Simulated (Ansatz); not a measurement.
## Al wire along [100], 16 atoms a period: bands along the axis

What gap, if any, does the Al wire along [100], 16 atoms a period have, and how many channels would it open?

Main program and level: Ansatz 0.2.0; DFT PBE, plane waves, PAW; relaxation of a wire's period; PAW set soft_1, in the first sound run; inputs show where later runs differ.

## Step 1: The starting structure

The cell holds 16 atoms: 16 Al. Its edges and angles: a = 12.860 Å, b = 12.860 Å, c = 4.040 Å, α = 90.0°, β = 90.0°, γ = 90.0°. Vacuum lies along a and b. The structure's axis is c.

## Step 2: The relaxed wire

Band widths follow the bond lengths, so the wire is relaxed first. The atoms and the third cell vector are free; the box across stays fixed as vacuum. A Fermi-Dirac smearing is set since the result may be a metal. The pressure printed is a third of the stress's trace over the whole box, vacuum included; only the stress along the axis is relaxed.

The input, input.yaml:

```yaml
crystal:
  lattice:
    - [12.86, 0.0, 0.0]
    - [0.0, 12.86, 0.0]
    - [0.0, 0.0, 4.04]
  atoms:
    - { symbol: Al, position: [0.264385692, 0.264385692, 0.0] }
    - { symbol: Al, position: [0.264385692, 0.578538103, 0.0] }
    - { symbol: Al, position: [0.421461897, 0.421461897, 0.0] }
    - { symbol: Al, position: [0.421461897, 0.735614308, 0.0] }
    - { symbol: Al, position: [0.578538103, 0.264385692, 0.0] }
    - { symbol: Al, position: [0.578538103, 0.578538103, 0.0] }
    - { symbol: Al, position: [0.735614308, 0.421461897, 0.0] }
    - { symbol: Al, position: [0.735614308, 0.735614308, 0.0] }
    - { symbol: Al, position: [0.264385692, 0.421461897, 0.5] }
    - { symbol: Al, position: [0.264385692, 0.735614308, 0.5] }
    - { symbol: Al, position: [0.421461897, 0.264385692, 0.5] }
    - { symbol: Al, position: [0.421461897, 0.578538103, 0.5] }
    - { symbol: Al, position: [0.578538103, 0.421461897, 0.5] }
    - { symbol: Al, position: [0.578538103, 0.735614308, 0.5] }
    - { symbol: Al, position: [0.735614308, 0.264385692, 0.5] }
    - { symbol: Al, position: [0.735614308, 0.578538103, 0.5] }
kpoints:
  mp_grid: { grid: [1, 1, 20] }
scf:
  occupations: { method: fermi_dirac, width: 0.05 }
hamiltonian:
  xc: pbe
  pseudopotentials: { kind: paw, azcp: { folder: soft_1 } }
relax:
  cell: { fix: [a, b, alpha, beta, gamma] }
  max_steps: 45
  f_tol: 0.03
```

On the command line:

```sh
ansatz run input.yaml --threads 8 --pin off --max-ram 16384MiB --backend cpu --events-out ev --progress --plain --runs-dir out
```

Numbers of over 12 decimals in the logs are rounded to 6 here.

What it wrote:

```text
Engine: ansatz 0.2.0, x86_64-unknown-linux-gnu
Pseudopotentials: kind: paw
Pseudopotential: Al, paw, valence charge 3, recommended cutoff 420 eV (normal), soft_1/Al.paw.azcp
Functional definition: PBE
  parameter kappa = 0.804
  parameter beta = 0.066725
  exchange = pbe_x(kappa = kappa, mu = beta*pi^2/3)
  correlation = pbe_c(beta = beta)
Crystal: 16 atoms, lattice volume = 668.134 Å³
Basis set: ecut = 420 eV, 13133 PW (Γ), exchange–correlation on 180×180×60 points (8 copies of the dense FFT grid, shifted against one another)
Bands: 40, of which v1, the nominal top of the filled ones, is band 24 counted from 1 (23 counted from 0)
Symmetry: 16 space group operations
Space group: P42/mcm (ITA 132), of the structure as read, at distance tolerance 8.7e-5 Å
k-points: 11 of 20
Non-local potential: Al, projectors of the file, l = 0: 2, l = 1: 2, l = 2: 1
PAW form: soft (Blöchl's): semilocal exchange-correlation on the pseudo side does not see the compensation charge
PAW one-centre angular grid: Al, 110 points (default); XC on 64 Gauss nodes
Initial density: superposition of atomic densities (neutral atoms: chi_scale 0, normalization atom)
Initial wavefunctions: pseudopotential atomic-orbital guess
Functional: x = pbe(κ = 0.804, μ = 0.219515), c = pbe(β = 0.066725)
SCF iter   1: F=—  HF=-8595.376157 eV  |F-HF|=—  |Δ(HF+E_count)|=         —  Δρ=1.96e-2  dr2=2.71e1  ethr=3.10e-3  ⟨swp⟩=7.7  Hψ=2480  notcnv=0  defer=11
preconditioner: auto → LDOS  [metal: Δε(μ)=0.062 eV  Ē_g=5.877 eV  σ=0.050 eV  W_gap=0.30  n_scr=54 (ndim 8)  ℏωp=10.0 eV  f_vac=0.265  D(μ)=8.96/eV (n_scr^D=38)  β→1.0]
SCF iter   2: F=—  HF=-8592.854108 eV  |F-HF|=—  |Δ(HF+E_count)|=    2.52e0  Δρ=1.49e-2  dr2=1.14e1  ethr=3.10e-3  ⟨swp⟩=4.7  Hψ=1156  notcnv=0  defer=45
SCF iter   3: F=—  HF=-8591.839009 eV  |F-HF|=—  |Δ(HF+E_count)|=    1.02e0  Δρ=2.25e-3  dr2=1.32e-1  ethr=3.10e-3  ⟨swp⟩=4.0  Hψ=956  notcnv=0  defer=40
SCF iter   4: F=—  HF=-8591.835778 eV  |F-HF|=—  |Δ(HF+E_count)|=   3.23e-3  Δρ=6.34e-4  dr2=1.35e-2  ethr=2.76e-4  ⟨swp⟩=2.6  Hψ=743  notcnv=0  defer=40
SCF iter   5: F=—  HF=-8591.833863 eV  |F-HF|=—  |Δ(HF+E_count)|=   1.91e-3  Δρ=2.50e-4  dr2=1.22e-3  ethr=2.81e-5  ⟨swp⟩=2.0  Hψ=676  notcnv=0  defer=40
SCF iter   6: F=—  HF=-8591.833932 eV  |F-HF|=—  |Δ(HF+E_count)|=   6.89e-5  Δρ=6.32e-5  dr2=9.09e-5  ethr=2.54e-6  ⟨swp⟩=2.2  Hψ=697  notcnv=0  defer=40
SCF iter   7: F=—  HF=-8591.833817 eV  |F-HF|=—  |Δ(HF+E_count)|=   1.15e-4  Δρ=1.51e-5  dr2=2.88e-6  ethr=1.89e-7  ⟨swp⟩=2.5  Hψ=686  notcnv=0  defer=40
SCF iter   8: F=—  HF=-8591.833818 eV  |F-HF|=—  |Δ(HF+E_count)|=   9.61e-7  Δρ=3.46e-6  dr2=1.23e-7  ethr=5.99e-9  ⟨swp⟩=2.6  Hψ=757  notcnv=0  defer=40
SCF iter   9: F=-8591.833818 eV  HF=-8591.833818 eV  |F-HF|=4.37e-10  |Δ(HF+E_count)|=   8.83e-8  Δρ=5.44e-7  dr2=5.09e-9  ethr=2.08e-10  ⟨swp⟩=5.0  Hψ=1351  notcnv=0
SCF 1 converged in 9 iterations: F = -8591.833818 eV  dr2 = 5.09e-9
  greatest PAW one-centre occupation: 0.528 electrons in one spin orbital (limit 2), on the Al atom at site 14 (counted from 0), in its partial waves of l = 0
relax step   1: F+E_penalty+E_count = -8591.83381819 eV  Δ(F+E_penalty+E_count) = +0.000e0 eV  max|allowed force component| = 2.105e-1 eV/Å  Δτ_max = 0.0000 Å  P = -1.210 GPa  Ω = 668.134 Å³  fix = [a, b, alpha, beta, gamma]  reactions: a -0.390, b -0.390 GPa  (9 SCF iters, dr2 threshold 1.00e-7 eV, accepted)
Crystal: 16 atoms, lattice volume = 635.417 Å³
Basis set: ecut = 420 eV, 12477 PW (Γ), exchange–correlation on 180×180×60 points (8 copies of the dense FFT grid, shifted against one another)
Initial density: handed on by an earlier stage of this run
Initial wavefunctions: those handed on with the density
iter 1 solved again at ethr=2.13e-4 eV; its pass at ethr=3.10e-3 eV (dr2=1.02e-1 eV) is discarded
SCF iter   1: F=—  HF=-8592.376947 eV  |F-HF|=—  |Δ(HF+E_count)|=         —  Δρ=2.22e-3  dr2=1.10e-1  ethr=2.13e-4  ⟨swp⟩=4.4  Hψ=2709  notcnv=0  defer=3
preconditioner: auto → LDOS  [metal: Δε(μ)=0.059 eV  Ē_g=5.751 eV  σ=0.050 eV  W_gap=0.28  n_scr=54 (ndim 8)  ℏωp=10.2 eV  f_vac=0.297  D(μ)=8.93/eV (n_scr^D=36)  β→1.0]
SCF iter   2: F=—  HF=-8592.348223 eV  |F-HF|=—  |Δ(HF+E_count)|=   2.87e-2  Δρ=8.94e-4  dr2=1.09e-2  ethr=2.13e-4  ⟨swp⟩=3.9  Hψ=965  notcnv=0  defer=4
SCF iter   3: F=—  HF=-8592.349587 eV  |F-HF|=—  |Δ(HF+E_count)|=   1.36e-3  Δρ=1.95e-4  dr2=1.22e-3  ethr=2.27e-5  ⟨swp⟩=2.5  Hψ=796  notcnv=0  defer=4
SCF iter   4: F=—  HF=-8592.349552 eV  |F-HF|=—  |Δ(HF+E_count)|=   3.48e-5  Δρ=6.73e-5  dr2=7.15e-5  ethr=2.55e-6  ⟨swp⟩=2.5  Hψ=686  notcnv=0  defer=4
SCF iter   5: F=—  HF=-8592.349551 eV  |F-HF|=—  |Δ(HF+E_count)|=   8.11e-7  Δρ=1.41e-5  dr2=4.88e-6  ethr=1.49e-7  ⟨swp⟩=2.7  Hψ=768  notcnv=0  defer=4
SCF iter   6: F=-8592.349552 eV  HF=-8592.349552 eV  |F-HF|=1.69e-8  |Δ(HF+E_count)|=   9.17e-8  Δρ=3.39e-6  dr2=2.10e-7  ethr=3.33e-9  ⟨swp⟩=5.3  Hψ=1528  notcnv=0
SCF 2 converged in 6 iterations: F = -8592.349552 eV  dr2 = 2.10e-7
  greatest PAW one-centre occupation: 0.523 electrons in one spin orbital (limit 2), on the Al atom at site 14 (counted from 0), in its partial waves of l = 0
relax step   2: F+E_penalty+E_count = -8592.34955155 eV  Δ(F+E_penalty+E_count) = -5.157e-1 eV  max|allowed force component| = 1.143e-1 eV/Å  Δτ_max = 0.0714 Å  P = -0.194 GPa  Ω = 635.417 Å³  energy of the carried Pulay correction = +2.715e-3 eV  fix = [a, b, alpha, beta, gamma]  reactions: a +0.235, b +0.235 GPa  (6 SCF iters, dr2 threshold 1.60e-6 eV, accepted)
Crystal: 16 atoms, lattice volume = 602.875 Å³
Basis set: ecut = 420 eV, 11805 PW (Γ), exchange–correlation on 180×180×60 points (8 copies of the dense FFT grid, shifted against one another)
iter 1 solved again at ethr=8.36e-4 eV; its pass at ethr=3.10e-3 eV (dr2=4.01e-1 eV) is discarded
SCF iter   1: F=—  HF=-8592.735615 eV  |F-HF|=—  |Δ(HF+E_count)|=         —  Δρ=3.81e-3  dr2=4.04e-1  ethr=8.36e-4  ⟨swp⟩=3.7  Hψ=2566  notcnv=0  defer=3
preconditioner: auto → LDOS  [metal: Δε(μ)=0.044 eV  Ē_g=5.744 eV  σ=0.050 eV  W_gap=0.21  n_scr=46 (ndim 8)  ℏωp=10.5 eV  f_vac=0.273  D(μ)=4.13/eV (n_scr^D=20)  β→1.0]
SCF iter   2: F=—  HF=-8592.708671 eV  |F-HF|=—  |Δ(HF+E_count)|=   2.69e-2  Δρ=2.13e-3  dr2=2.67e-1  ethr=8.36e-4  ⟨swp⟩=3.7  Hψ=971  notcnv=0  defer=5
SCF iter   3: F=—  HF=-8592.677377 eV  |F-HF|=—  |Δ(HF+E_count)|=   3.13e-2  Δρ=4.94e-4  dr2=1.32e-2  ethr=5.57e-4  ⟨swp⟩=2.9  Hψ=734  notcnv=0  defer=35
SCF iter   4: F=—  HF=-8592.676052 eV  |F-HF|=—  |Δ(HF+E_count)|=   1.33e-3  Δρ=1.21e-4  dr2=2.27e-4  ethr=2.76e-5  ⟨swp⟩=2.1  Hψ=630  notcnv=0  defer=39
[...]
relax step   4: F+E_penalty+E_count = -8592.65097318 eV  Δ(F+E_penalty+E_count) = +2.525e-2 eV  max|allowed force component| = 9.695e-2 eV/Å  Δτ_max = 0.1518 Å  P = -0.212 GPa  Ω = 572.152 Å³  energy of the carried Pulay correction = +8.373e-3 eV  fix = [a, b, alpha, beta, gamma]  (7 SCF iters, dr2 threshold 3.33e-7 eV, rejected (line search))
[...]
relax step   5: F+E_penalty+E_count = -8592.67428076 eV  Δ(F+E_penalty+E_count) = +1.938e-3 eV  max|allowed force component| = 3.316e-2 eV/Å  Δτ_max = 0.0740 Å  P = -0.132 GPa  Ω = 587.513 Å³  energy of the carried Pulay correction = +6.947e-3 eV  fix = [a, b, alpha, beta, gamma]  (8 SCF iters, rejected (line search))
[...]
relax step   6: F+E_penalty+E_count = -8592.69362176 eV  Δ(F+E_penalty+E_count) = -1.740e-2 eV  max|allowed force component| = 1.490e-2 eV/Å  Δτ_max = 0.0458 Å  P = -0.120 GPa  Ω = 596.070 Å³  energy of the carried Pulay correction = +6.167e-3 eV  fix = [a, b, alpha, beta, gamma]  reactions: a -0.263, b -0.263 GPa  (9 SCF iters, accepted)
[...]
relax step   7: F+E_penalty+E_count = -8592.69501791 eV  Δ(F+E_penalty+E_count) = -1.396e-3 eV  max|allowed force component| = 5.193e-3 eV/Å  Δτ_max = 0.0056 Å  P = -0.167 GPa  Ω = 597.854 Å³  energy of the carried Pulay correction = +6.006e-3 eV  fix = [a, b, alpha, beta, gamma]  reactions: a -0.259, b -0.259 GPa  (5 SCF iters, dr2 threshold 6.90e-8 eV, accepted)
Basis set: ecut = 420 eV, 11645 PW (Γ), exchange–correlation on 180×180×50 points (8 copies of the dense FFT grid, shifted against one another)
Initial wavefunctions: pseudopotential atomic-orbital guess (no wavefunctions were taken with the density)
iter 1 solved again at ethr=3.02e-6 eV; its pass at ethr=3.10e-3 eV (dr2=1.45e-3 eV) is discarded
SCF iter   1: F=—  HF=-8592.692629 eV  |F-HF|=—  |Δ(HF+E_count)|=         —  Δρ=2.54e-5  dr2=5.35e-7  ethr=3.02e-6  ⟨swp⟩=3.9  Hψ=3794  notcnv=0
eigensolver tolerance schedule: the retry pair's looser diagonalisation over-reported the residual by 2711.43 of it (diagonalisation noise at an unbounded share of the residual, at the tolerance the schedule requests for it); recorded, not acted on — ethr = c·dr2/N_el stays at c = 1.0e-1
preconditioner: auto → LDOS  [metal: Δε(μ)=0.085 eV  Ē_g=5.734 eV  σ=0.050 eV  W_gap=0.35  n_scr=46 (ndim 8)  ℏωp=10.5 eV  f_vac=0.276  D(μ)=4.77/eV (n_scr^D=20)  β→1.0]
SCF iter   2: F=—  HF=-8592.692675 eV  |F-HF|=—  |Δ(HF+E_count)|=   4.59e-5  Δρ=3.44e-6  dr2=5.80e-7  ethr=1.11e-9  ⟨swp⟩=3.7  Hψ=1020  notcnv=0
SCF iter   3: F=—  HF=-8592.692675 eV  |F-HF|=—  |Δ(HF+E_count)|=   1.02e-7  Δρ=1.47e-6  dr2=1.84e-8  ethr=1.11e-9  ⟨swp⟩=2.5  Hψ=586  notcnv=0
SCF iter   4: F=—  HF=-8592.692675 eV  |F-HF|=—  |Δ(HF+E_count)|=   1.63e-8  Δρ=3.02e-7  dr2=2.34e-9  ethr=3.83e-11  ⟨swp⟩=2.0  Hψ=662  notcnv=0
SCF iter   5: F=—  HF=-8592.692675 eV  |F-HF|=—  |Δ(HF+E_count)|=  8.91e-11  Δρ=1.14e-7  dr2=4.29e-10  ethr=4.88e-12  ⟨swp⟩=2.5  Hψ=745  notcnv=0
SCF iter   6: F=-8592.692675 eV  HF=-8592.692675 eV  |F-HF|=4.55e-11  |Δ(HF+E_count)|=  3.82e-11  Δρ=4.34e-8  dr2=6.00e-11  ethr=1.00e-12  ⟨swp⟩=4.5  Hψ=1303  notcnv=0
SCF 8 converged in 6 iterations: F = -8592.692675 eV  dr2 = 6.00e-11
relax step   8: F+E_penalty+E_count = -8592.69267498 eV  Δ(F+E_penalty+E_count) = +2.343e-3 eV  max|allowed force component| = 5.095e-3 eV/Å  Δτ_max = 0.0000 Å  P = -0.176 GPa  Ω = 597.854 Å³  fix = [a, b, alpha, beta, gamma]  reactions: a -0.266, b -0.266 GPa  stress off target by 5.21e-3 GPa on what of the cell is left free  SCF on the basis re-selected at this cell (its energy is not comparable with the rows above)  (6 SCF iters)
basis re-selected at this cell: Δ(F+E_penalty+E_count) = +2.343e-3 eV, ΔP = -0.008 GPa vs the last step (what re-selecting the basis moved, of the pressure what is left beyond the Pulay correction that the steps carried, after the strain that the cell walked since its last selection, with what the two solves' SCF thresholds leave and, on support functions, any second-order correction that the steps lacked; it is no measure of the basis error at this ecutwfc). The dense FFT grid was sized anew with the basis: this SCF ran on 90×90×25 points, the steps before it on 90×90×30, so part of this shift can come from that change (see relax.cell in the input reference). [rest of the remark cut]
SCF converged after 6 iterations
Free energy (F): -8592.692675 eV
Harris-Foulkes:  -8592.692675 eV  (|F-HF|=4.55e-11)
Internal energy: -8592.653190 eV  (E = F + TS)
E sigma→0 (E₀):  -8592.672933 eV
Entropy (-TS):   -0.039485 eV (-2.468 meV/atom)
Fermi energy:    1.182173 eV
--- Per-component energies (eV) ---
  E_band       = -124.329343
  E_kinetic    = 330.420441
  E_local      = -2362.931173  (includes V_loc(G=0)·N_el)
  E_nonlocal   = 167.074616
  E_hartree    = 1119.595547
  E_xc         = -584.792207
  E_vxc        = -441.706488  (∫ρ·V_xc dr)
  E_paw        = -7510.602812  (= ΣΔE_a)
  E_vpaw       = -56.377956  (= ΣTr[D̂ρ^β])
  E_aug_tail   = -0.000032  (compensation charges beyond the density's cutoff)
  E_ewald      = 248.582431
  E_smearing   = -0.039485  (= −TS)
  E_closure    = 0.000000  (closes the sum)
  Σ components = -8592.692675   (vs F -8592.692675, Δ=0.00e0)
--- Forces (eV/Å), atoms counted from 1 ---
  atom   1  Al     0.00422966     0.00422966     0.00000000
  atom   2  Al     0.00509504     0.00209381     0.00000000
  atom   3  Al    -0.00183250    -0.00183250     0.00000000
  atom   4  Al    -0.00209381    -0.00509504     0.00000000
  atom   5  Al     0.00209381     0.00509504     0.00000000
  atom   6  Al     0.00183250     0.00183250     0.00000000
  atom   7  Al    -0.00509504    -0.00209381     0.00000000
  atom   8  Al    -0.00422966    -0.00422966     0.00000000
  atom   9  Al     0.00509504    -0.00209381     0.00000000
  atom  10  Al     0.00422966    -0.00422966     0.00000000
  atom  11  Al    -0.00209381     0.00509504     0.00000000
  atom  12  Al    -0.00183250     0.00183250     0.00000000
  atom  13  Al     0.00183250    -0.00183250     0.00000000
  atom  14  Al     0.00209381    -0.00509504     0.00000000
  atom  15  Al    -0.00422966     0.00422966     0.00000000
  atom  16  Al    -0.00509504     0.00209381     0.00000000
  max |Σ_I F_I| component: 8.67e-19 eV/Å
--- Stress (GPa, compression-positive) ---
       -0.265943       0.000000       0.000000
        0.000000      -0.265943       0.000000
        0.000000       0.000000       0.005215
  P = ⅓ Tr σ = -0.1756 GPa (-1.756 kbar)
--- Relaxed structure (7 steps of the walk, 5 accepted, 1 SCFs on fresh bases) ---
  F+E_penalty+E_count = -8592.69267498 eV   max|allowed force component| = 5.095e-3 eV/Å   (the final SCF, on the basis selected at the relaxed cell)
  cell:  # Å, volume = 597.8542 Å³
    - [12.86, 0.0, 0.0]
    - [0.0, 12.86, 0.0]
    - [0.0, 0.0, 3.615042]
  atoms:
    - { symbol: Al, position: [0.259365, 0.259365, 0.0] }
    - { symbol: Al, position: [0.248894, 0.580713, 0.0] }
    - { symbol: Al, position: [0.417797, 0.417797, 0.0] }
    - { symbol: Al, position: [0.419287, 0.751106, 0.0] }
    - { symbol: Al, position: [0.580713, 0.248894, 0.0] }
    - { symbol: Al, position: [0.582203, 0.582203, 0.0] }
    - { symbol: Al, position: [0.751106, 0.419287, 0.0] }
    - { symbol: Al, position: [0.740635, 0.740635, 0.0] }
    - { symbol: Al, position: [0.248894, 0.419287, 0.500000] }
    - { symbol: Al, position: [0.259365, 0.740635, 0.500000] }
    - { symbol: Al, position: [0.419287, 0.248894, 0.500000] }
    - { symbol: Al, position: [0.417797, 0.582203, 0.500000] }
    - { symbol: Al, position: [0.582203, 0.417797, 0.500000] }
    - { symbol: Al, position: [0.580713, 0.751106, 0.500000] }
    - { symbol: Al, position: [0.740635, 0.259365, 0.500000] }
    - { symbol: Al, position: [0.751106, 0.580713, 0.500000] }
```

Run time: 24 s. Hardware: 8 threads of AMD EPYC 7B13 (Zen 3), shared host; peak memory 1.8 GiB.

(Continued in part 2 of 2.)

[Logs are printed without paths, hosts, clocks, repeated set-up lines and the standing remarks that a program may print on its own settings, such as how far it seeks lower states.]

[Hosts, paths, dates, database ids (printed as entryN), source tags and the programs' standing remarks are cut or masked in the printed files.]
